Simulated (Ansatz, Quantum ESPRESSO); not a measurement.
# Na3TeCl (Pm-3m): Raman and infrared activity, part 2 of 3

Aim: Raman and infrared lines of Na3TeCl (Pm-3m).

Quantum ESPRESSO 8.0 development, patched; DFT LDA, scalar-relativistic, plane waves, PseudoDojo norm-conserving pseudopotentials.

So far. Step 2 (A probe with smearing): A gap of 2.1 eV opens on this mesh, so the crystal is taken as an insulator; the start stands at -2.3 GPa. Step 4 (Self-consistent run for the response): The cell stands at 0.001 GPa, close enough for phonons. The relaxed cell has a = 5.630 Å (conventional setting).

The structure was built from a prototype and need not be the compound's stable phase.

### Step 5. Linear response at Γ

At q = 0 one unit cell holds all displacements; symmetry groups them into irreducible representations that are solved one by one. The response to a field gives ε∞ and the Born charges, which polar modes need. Third-order response adds the Raman tensors.

ph.in reads:

```
phonons
 &inputph
    prefix='x',
    outdir='./tmp',
    fildyn='g.dyn',
    tr2_ph=1.0d-18,
    epsil=.true.,
    lraman=.true.,
    elop=.true.,
 /
0.000000000000 0.000000000000 0.000000000000
```

On the command line:

```
> OMP_NUM_THREADS=1 mpirun -n 4 ph.x -nk 4 -in ph.in > ph.out
```

Log:

```text
[banners, grids, parts of the stress and lines that vanish by symmetry left out]
[banner, memory and clock lines left out]
Program PHONON v.8.0dev

[...]
(   1q-points):
[...]
Exchange-correlation= PW
                           (   1   4   0   0   0   0   0)
[...]
kinetic-energy cut-off    =      88.0000  Ry
     charge density cut-off    =     352.0000  Ry
     convergence threshold     =      1.0E-18
[...]
Exchange-correlation= PW
                           (   1   4   0   0   0   0   0)
[...]
q = (   0.0000000   0.0000000   0.0000000 )
     49 Sym.Ops. (with q -> -q+G )
     G cutoff = 1009.3708  ( 134059 G-vectors)     FFT grid: ( 64, 64, 64)
     number of k points=    10
[...]
Mode symmetry, O_h (m-3m)  point group:
[...]
Dielectric constant
[...]
End of electric fields calculation
          Dielectric constant in cartesian axis
          (       3.026655540       0.000000000       0.000000000 )
          (       0.000000000       3.026655540       0.000000000 )
          (       0.000000000       0.000000000       3.026655540 )
          Effective charges (d Force / dE) in cartesian axis without acoustic sum rule applied (asr)
           atom    1  Cl    Mean Z*:       -1.46161
      Ex  (       -1.46161        0.00000        0.00000 )
      Ey  (        0.00000       -1.46161        0.00000 )
      Ez  (        0.00000        0.00000       -1.46161 )
           atom    2  Te    Mean Z*:       -1.45316
      Ex  (       -1.45316        0.00000        0.00000 )
      Ey  (        0.00000       -1.45316        0.00000 )
      Ez  (        0.00000        0.00000       -1.45316 )
           atom    3  Na    Mean Z*:        0.96624
      Ex  (        0.81363        0.00000        0.00000 )
      Ey  (        0.00000        0.81363        0.00000 )
      Ez  (        0.00000        0.00000        1.27146 )
           atom    4  Na    Mean Z*:        0.96624
      Ex  (        0.81363        0.00000        0.00000 )
      Ey  (        0.00000        1.27146        0.00000 )
      Ez  (        0.00000        0.00000        0.81363 )
           atom    5  Na    Mean Z*:        0.96624
      Ex  (        1.27146        0.00000        0.00000 )
      Ey  (        0.00000        0.81363        0.00000 )
      Ez  (        0.00000        0.00000        0.81363 )
          Effective charges Sum: Mean:       -0.01606
[...]
Effective charges (d Force / dE) in cartesian axis with asr applied:
           atom    1  Cl    Mean Z*:       -1.45840
[...]
atom    2  Te    Mean Z*:       -1.44995
[...]
atom    3  Na    Mean Z*:        0.96945
[...]
atom    4  Na    Mean Z*:        0.96945
[...]
atom    5  Na    Mean Z*:        0.96945
[...]
Dielectric constant from finite-differences
          (       3.026739070       0.000000000       0.000000000 )
          (       0.000000000       3.026739070       0.000000000 )
          (       0.000000000       0.000000000       3.026739070 )
[...]
(       0.000000000       0.000000000       0.000000000 )
          (       0.000000000       0.000000000      -0.000000000 )
          (       0.000000000      -0.000000000       0.000000000 )
          (       0.000000000       0.000000000       0.000000000 )
          (       0.000000000       0.000000000       0.000000000 )
          (      -0.000000000       0.000000000       0.000000000 )
          (       0.000000000      -0.000000000       0.000000000 )
          (       0.000000000       0.000000000       0.000000000 )
[...]
(       0.000000000       0.000000000       0.000000000 )
          (       0.000000000       0.000000000       0.000000000 )
          (       0.000000000      -0.000000000       0.000000000 )
          (      -0.000000000       0.000000000       0.000000000 )
          (       0.000000000       0.000000000       0.000000000 )
[...]
Representation #   1 modes #   1   2   3
[...]
End of self-consistent calculation
     Convergence has been achieved
     Representation #   2 modes #   4   5   6
[...]
End of self-consistent calculation
     Convergence has been achieved
     Representation #   3 modes #   7   8   9
[...]
End of self-consistent calculation
     Convergence has been achieved
     Representation #   4 modes #  10  11  12
[...]
End of self-consistent calculation
     Convergence has been achieved
     Representation #   5 modes #  13  14  15
[...]
End of self-consistent calculation
     Convergence has been achieved
[...]
Dielectric constant in cartesian axis
          (       3.026655540       0.000000000       0.000000000 )
          (       0.000000000       3.026655540       0.000000000 )
          (       0.000000000       0.000000000       3.026655540 )
          Effective charges (d Force / dE) in cartesian axis without acoustic sum rule applied (asr)
           atom    1  Cl    Mean Z*:       -1.46161
      Ex  (       -1.46161        0.00000        0.00000 )
      Ey  (        0.00000       -1.46161        0.00000 )
      Ez  (        0.00000        0.00000       -1.46161 )
           atom    2  Te    Mean Z*:       -1.45316
      Ex  (       -1.45316        0.00000        0.00000 )
      Ey  (        0.00000       -1.45316        0.00000 )
      Ez  (        0.00000        0.00000       -1.45316 )
           atom    3  Na    Mean Z*:        0.96624
      Ex  (        0.81363        0.00000        0.00000 )
      Ey  (        0.00000        0.81363        0.00000 )
      Ez  (        0.00000        0.00000        1.27146 )
           atom    4  Na    Mean Z*:        0.96624
      Ex  (        0.81363        0.00000        0.00000 )
      Ey  (        0.00000        1.27146        0.00000 )
      Ez  (        0.00000        0.00000        0.81363 )
           atom    5  Na    Mean Z*:        0.96624
      Ex  (        1.27146        0.00000        0.00000 )
      Ey  (        0.00000        0.81363        0.00000 )
      Ez  (        0.00000        0.00000        0.81363 )
          Effective charges Sum: Mean:       -0.01606
[...]
Effective charges (d Force / dE) in cartesian axis with asr applied:
           atom    1  Cl    Mean Z*:       -1.45840
[...]
atom    2  Te    Mean Z*:       -1.44995
[...]
atom    3  Na    Mean Z*:        0.96945
[...]
atom    4  Na    Mean Z*:        0.96945
[...]
atom    5  Na    Mean Z*:        0.96945
[...]
q = (    0.000000000   0.000000000   0.000000000 )
[...]
freq (    1) =      -2.961033 [THz] =     -98.769417 [cm-1]
     freq (    2) =      -2.961033 [THz] =     -98.769417 [cm-1]
     freq (    3) =      -2.961033 [THz] =     -98.769417 [cm-1]
     freq (    4) =      -2.091927 [THz] =     -69.779183 [cm-1]
     freq (    5) =      -2.091927 [THz] =     -69.779183 [cm-1]
     freq (    6) =      -2.091927 [THz] =     -69.779183 [cm-1]
     freq (    7) =       0.395649 [THz] =      13.197443 [cm-1]
     freq (    8) =       0.395649 [THz] =      13.197443 [cm-1]
     freq (    9) =       0.395649 [THz] =      13.197443 [cm-1]
     freq (   10) =       1.947363 [THz] =      64.957042 [cm-1]
     freq (   11) =       1.947363 [THz] =      64.957042 [cm-1]
     freq (   12) =       1.947363 [THz] =      64.957042 [cm-1]
     freq (   13) =       8.652257 [THz] =     288.608241 [cm-1]
     freq (   14) =       8.652257 [THz] =     288.608241 [cm-1]
     freq (   15) =       8.652257 [THz] =     288.608241 [cm-1]
[...]
Mode symmetry, O_h (m-3m)  point group:
     freq (   1-   3) =        -98.8  [cm-1]   --> T_1u G_15  G_4- I
     freq (   4-   6) =        -69.8  [cm-1]   --> T_2u G_25  G_5-
     freq (   7-   9) =         13.2  [cm-1]   --> T_1u G_15  G_4- I
     freq (  10-  12) =         65.0  [cm-1]   --> T_1u G_15  G_4- I
     freq (  13-  15) =        288.6  [cm-1]   --> T_1u G_15  G_4- I
```

Run time: 32 min. Hardware: 4 MPI ranks of Intel Xeon Platinum 8375C at 2.90GHz (Ice Lake), shared host; 2.1 h of CPU time.

Numbers from this step:

- miss of the charge sum rule: 0.01605 e
- largest acoustic frequency at the zone centre before the sum rule: 13.2 cm⁻¹
- highest optical zone-centre mode (no LO-TO term): 288.6 cm⁻¹
- lowest optical zone-centre mode: -98.77 cm⁻¹
- mean high-frequency dielectric constant: 3.027
- largest Born charge in size (third of the trace): 1.462 e

Born charge (rows field, columns displacement), before the sum rule (e), principal values of the symmetric part by kind of site:

| atom | atoms with these values | low | middle | high | mean |
| --- | --- | --- | --- | --- | --- |
| Cl1 | 1 | -1.46 | -1.46 | -1.46 | -1.46 |
| Te2 | 1 | -1.45 | -1.45 | -1.45 | -1.45 |
| Na3 | 3 | 0.81 | 0.81 | 1.27 | 0.97 |

In full for Cl1:

```
-1.46  0.00  0.00
 0.00 -1.46  0.00
 0.00  0.00 -1.46
```

High-frequency dielectric tensor:

```
3.03 0.00 0.00
0.00 3.03 0.00
0.00 0.00 3.03
```

The acoustic modes at Γ come out as far as 13.2 cm⁻¹ from zero, where they should vanish, a sizeable error of basis and grid; the Born charges miss their sum rule by 0.016 e, which is good. The lowest optical mode is imaginary, 99i cm⁻¹, an instability at this level and on this k mesh.

### Step 6. Zone-centre analysis

A rigid shift of the crystal must cost nothing, but grids and finite bases break this; the acoustic sum rule is imposed before the matrix is diagonalised again. With Born charges the intensities follow; a static dielectric tensor has no meaning with imaginary modes.

dynmat.in reads:

```
 &input
    fildyn='g.dyn',
    asr='simple',
    fileig='dynmat.eig',
    lperm=.true.,
 /
```

On the command line:

```
> dynmat.x -in dynmat.in > dynmat.out
```

Log:

```text
[banner, memory and clock lines left out]
Program DYNMAT v.8.0dev

     Reading Dynamical Matrix from file g.dyn
     ...Force constants read
     ...epsilon and Z* read
     ...Raman cross sections read
     A direction for q was not specified:TO-LO splitting will be absent

     Polarizability (A^3 units)
     multiply by 0.596818 for Clausius-Mossotti correction (not under assume_isolated = 'mt')
        28.785591    0.000000    0.000000
         0.000000   28.785591    0.000000
         0.000000    0.000000   28.785591

     IR activities are in (D/A)^2/amu units

# mode   [cm-1]    [THz]      IR
    1   -100.20   -3.0039    2.8423
    2   -100.20   -3.0039    2.8423
    3   -100.20   -3.0039    2.8423
    4    -73.65   -2.2081    0.0000
    5    -73.65   -2.2081    0.0000
    6    -73.65   -2.2081    0.0000
    7     -0.00   -0.0000    0.0000
    8     -0.00   -0.0000    0.0000
    9      0.00    0.0000    0.0000
   10     63.56    1.9055    0.0000
   11     63.56    1.9055    0.0000
   12     63.56    1.9055    0.0000
   13    287.72    8.6255    1.8917
   14    287.72    8.6255    1.8917
   15    287.72    8.6255    1.8917

Electronic dielectric permittivity tensor (relative, adimensional)
         3.026656    0.000000    0.000000
         0.000000    3.026656    0.000000
         0.000000    0.000000    3.026656

 ... with zone-center polar mode contributions
         3.299800    0.000000   -0.000000
         0.000000    3.299800   -0.000000
        -0.000000   -0.000000    3.299800

[end of the log left out, with the tail of the file of modes that dynmat.x writes under the same name]
```

Wall time 0.58 s (1 thread).

This step gave:

```
highest optical zone-centre mode (no LO-TO term) : 287.7 cm⁻¹
lowest optical zone-centre mode                  : -100.2 cm⁻¹
```

Unit eigenvectors of the mass-weighted matrix after the sum rule; no LO-TO term. Modes at Γ, with each element's share of the kinetic energy (negative means imaginary):

| mode | frequency (cm⁻¹) | Cl % | Te % | Na % |
| --- | --- | --- | --- | --- |
| 1 | -100.2 | 47 | 1 | 53 |
| 2 | -100.2 | 47 | 1 | 53 |
| 3 | -100.2 | 47 | 1 | 53 |
| 4 | -73.6 | 0 | 0 | 100 |
| 5 | -73.6 | 0 | 0 | 100 |
| 6 | -73.6 | 0 | 0 | 100 |
| 7 | 0.0 | 15 | 55 | 30 |
| 8 | 0.0 | 15 | 55 | 30 |
| 9 | 0.0 | 15 | 55 | 30 |
| 10 | 63.6 | 38 | 31 | 31 |
| 11 | 63.6 | 38 | 31 | 31 |
| 12 | 63.6 | 38 | 31 | 31 |
| 13 | 287.7 | 0 | 13 | 87 |
| 14 | 287.7 | 0 | 13 | 87 |
| 15 | 287.7 | 0 | 13 | 87 |

Displacements in mode 2 (-100.2 cm⁻¹), the largest set to 1:
```
Cl1  0.00  0.00  1.00
Te2  0.00  0.00  0.06
Na3  0.00  0.00  0.01
Na4  0.00  0.00 -0.93
Na5  0.00  0.00 -0.93
```

Displacements in mode 13 (287.7 cm⁻¹), the largest set to 1:
```
Cl1  0.00  0.00 -0.01
Te2  0.00  0.00 -0.16
Na3  0.00  0.00  1.00
Na4  0.00  0.00 -0.03
Na5  0.00  0.00 -0.03
```

Degenerate modes summed, no LO-TO term; imaginary modes left out. Lines of the infrared spectrum (strongest = 100):

| position (cm⁻¹) | lines merged | IR intensity, relative |
| --- | --- | --- |
| 64 | 3 | 0.0 |
| 288 | 3 | 100 |

The rule also moves an optical mode by 3.9 cm⁻¹.

### Step 7. Sum rules set otherwise: a sum rule for molecules or wires on a crystal

This rule also removes rotations, which suits wires and not a crystal; it is tried to see the harm.

dynmat.in reads:

```
 &input
    fildyn='g.dyn',
    asr='one-dim',
    fileig='dynmat.eig',
    lperm=.true.,
 /
```

On the command line:

```
> dynmat.x -in dynmat.in > dynmat.out
```

Log:

```text
[banner, memory and clock lines left out]
Program DYNMAT v.8.0dev

     Reading Dynamical Matrix from file g.dyn
     ...Force constants read
     ...epsilon and Z* read
     ...Raman cross sections read
asr rotation axis in 1D system=    3
     Acoustic Sum Rule: || Z*(ASR) - Z*(orig)|| =    1.243944E-02
     Acoustic Sum Rule: ||dyn(ASR) - dyn(orig)||=    1.897869E-02
     Message from routine dynmat:
     WARNING: the charges keep any dipole. Ignore the strengths of the modes set to zero; with q typed a rigid rotation may get a frequency
     A direction for q was not specified:TO-LO splitting will be absent

     Polarizability (A^3 units)
     multiply by 0.596818 for Clausius-Mossotti correction (not under assume_isolated = 'mt')
        28.785591    0.000000    0.000000
         0.000000   28.785591    0.000000
         0.000000    0.000000   28.785591

     IR activities are in (D/A)^2/amu units

# mode   [cm-1]    [THz]      IR
    1    -99.18   -2.9734    2.8483
    2    -99.18   -2.9734    2.8483
    3    -97.52   -2.9236    2.5230
    4    -69.78   -2.0919    0.0000
    5    -69.78   -2.0919    0.0000
    6     -0.00   -0.0000    0.0076
    7     -0.00   -0.0000    0.0000
    8      0.00    0.0000    0.0799
    9      0.00    0.0000    0.1297
   10     32.51    0.9746    0.1013
   11     64.55    1.9353    0.0002
   12     64.55    1.9353    0.0002
   13    284.85    8.5396    1.8925
   14    288.42    8.6467    1.8856
   15    288.42    8.6467    1.8856

Electronic dielectric permittivity tensor (relative, adimensional)
         3.026656    0.000000    0.000000
         0.000000    3.026656    0.000000
         0.000000    0.000000    3.026656

 ... with zone-center polar mode contributions
         3.874608   -0.576626    0.000000
        -0.576626    3.874608   -0.000000
         0.000000   -0.000000    3.297982

[end of the log left out, with the tail of the file of modes that dynmat.x writes under the same name]
```

Wall time 0.55 s (1 thread).

The run ended normally, but on settings that are not sound.

The fault: a sum rule for molecules or wires on a crystal; 1 optical mode is projected out to zero frequency, as if it were a rotation.

For a crystal the rule has to be 'simple' or 'crystal'.

Zone-centre frequencies as printed; negative means imaginary. Modes:

```csv
mode,frequency (cm⁻¹)
1,-99.18
2,-99.18
3,-97.52
4,-69.78
5,-69.78
6,0
7,0
8,0
9,0
10,32.51
11,64.55
12,64.55
13,284.9
14,288.4
15,288.4
```

### Step 8. Sum rules set otherwise (asr crystal)

The rule can be imposed in more than one way; the choices should agree where the raw error is small.

dynmat.in reads:

```
 &input
    fildyn='g.dyn',
    asr='crystal',
    fileig='dynmat.eig',
    lperm=.true.,
 /
```

On the command line:

```
> dynmat.x -in dynmat.in > dynmat.out
```

Log:

```text
[banner, memory and clock lines left out]
Program DYNMAT v.8.0dev

     Reading Dynamical Matrix from file g.dyn
     ...Force constants read
     ...epsilon and Z* read
     ...Raman cross sections read
     Acoustic Sum Rule: || Z*(ASR) - Z*(orig)|| =    1.243944E-02
     Acoustic Sum Rule: ||dyn(ASR) - dyn(orig)||=    1.551614E-03
     A direction for q was not specified:TO-LO splitting will be absent

     Polarizability (A^3 units)
     multiply by 0.596818 for Clausius-Mossotti correction (not under assume_isolated = 'mt')
        28.785591    0.000000    0.000000
         0.000000   28.785591    0.000000
         0.000000    0.000000   28.785591

     IR activities are in (D/A)^2/amu units

# mode   [cm-1]    [THz]      IR
    1    -99.18   -2.9734    2.8483
    2    -99.18   -2.9734    2.8483
    3    -99.18   -2.9734    2.8483
    4    -69.78   -2.0919    0.0000
    5    -69.78   -2.0919    0.0000
    6    -69.78   -2.0919    0.0000
    7     -0.00   -0.0000    0.0000
    8     -0.00   -0.0000    0.0000
    9      0.00    0.0000    0.0000
   10     64.55    1.9353    0.0002
   11     64.55    1.9353    0.0002
   12     64.55    1.9353    0.0002
   13    288.42    8.6467    1.8856
   14    288.42    8.6467    1.8856
   15    288.42    8.6467    1.8856

Electronic dielectric permittivity tensor (relative, adimensional)
         3.026656    0.000000    0.000000
         0.000000    3.026656    0.000000
         0.000000    0.000000    3.026656

 ... with zone-center polar mode contributions
         3.297982   -0.000000   -0.000000
        -0.000000    3.297982   -0.000000
        -0.000000   -0.000000    3.297982

[end of the log left out, with the tail of the file of modes that dynmat.x writes under the same name]
```

Elapsed: 0.55 s, on 1 thread.

This step gave:

* highest optical zone-centre mode (no LO-TO term): 288.4 cm⁻¹
* lowest optical zone-centre mode: -99.18 cm⁻¹

Zone-centre frequencies as printed; negative means imaginary. Modes:

```csv
mode,frequency (cm⁻¹)
1,-99.18
2,-99.18
3,-99.18
4,-69.78
5,-69.78
6,-69.78
7,0
8,0
9,0
10,64.55
11,64.55
12,64.55
13,288.4
14,288.4
15,288.4
```

Against the first rule no mode moves by more than 3.9 cm⁻¹.

### Step 9. Modes along a direction of q (1 0 0)

A longitudinal polar mode sets up a macroscopic field that stiffens it; the term hangs on the direction from which q goes to zero.

dynmat.in reads:

```
 &input
    fildyn='g.dyn',
    asr='simple',
    fileig='dynmat.eig',
    q(1)=1.0,
    q(2)=0.0,
    q(3)=0.0,
 /
```

On the command line:

```
> dynmat.x -in dynmat.in > dynmat.out
```

Log:

```text
[banner, memory and clock lines left out]
Program DYNMAT v.8.0dev

     Reading Dynamical Matrix from file g.dyn
     ...Force constants read
     ...epsilon and Z* read
     ...Raman cross sections read

     Polarizability (A^3 units)
     multiply by 0.596818 for Clausius-Mossotti correction (not under assume_isolated = 'mt')
        28.785591    0.000000    0.000000
         0.000000   28.785591    0.000000
         0.000000    0.000000   28.785591

     IR activities are in (D/A)^2/amu units

# mode   [cm-1]    [THz]      IR
    1   -100.20   -3.0039    2.8423
    2   -100.20   -3.0039    2.8423
    3    -73.65   -2.2081    0.0000
    4    -73.65   -2.2081    0.0000
    5    -73.65   -2.2081    0.0000
    6     -0.00   -0.0000    0.0000
    7     -0.00   -0.0000    0.0000
    8      0.00    0.0000    0.0000
    9     15.83    0.4745    2.3654
   10     63.56    1.9055    0.0000
   11     63.56    1.9055    0.0000
   12     63.56    1.9056    0.0003
   13    287.72    8.6255    1.8917
   14    287.72    8.6255    1.8917
   15    301.96    9.0525    2.3684

[end of the log left out, with the tail of the file of modes that dynmat.x writes under the same name]
```

Run time: 0.55 s. Hardware: 1 thread.

This step gave:

```
highest mode moved by the LO-TO term : 302.0 cm⁻¹
```

Zone-centre frequencies as printed; negative means imaginary. Modes:

| mode | frequency (cm⁻¹) |
| --- | --- |
| 1 | -100.2 |
| 2 | -100.2 |
| 3 | -73.65 |
| 4 | -73.65 |
| 5 | -73.65 |
| 6 | 0 |
| 7 | 0 |
| 8 | 0 |
| 9 | 15.83 |
| 10 | 63.56 |
| 11 | 63.56 |
| 12 | 63.56 |
| 13 | 287.7 |
| 14 | 287.7 |
| 15 | 302 |

The field moves 2 modes; the highest of them now lies at 302 cm⁻¹, where the highest that moved away lay at 288.

(Continued in part 3 of 3.)

[Host names and launcher messages were left out of these logs when they were recorded.]

[Logs are printed without paths, hosts, clocks, repeated set-up lines and the standing remarks that a program may print on its own settings, such as how far it seeks lower states.]

[Hosts, paths, dates, database ids (printed as entryN), source tags and the programs' standing remarks are cut or masked in the printed files.]
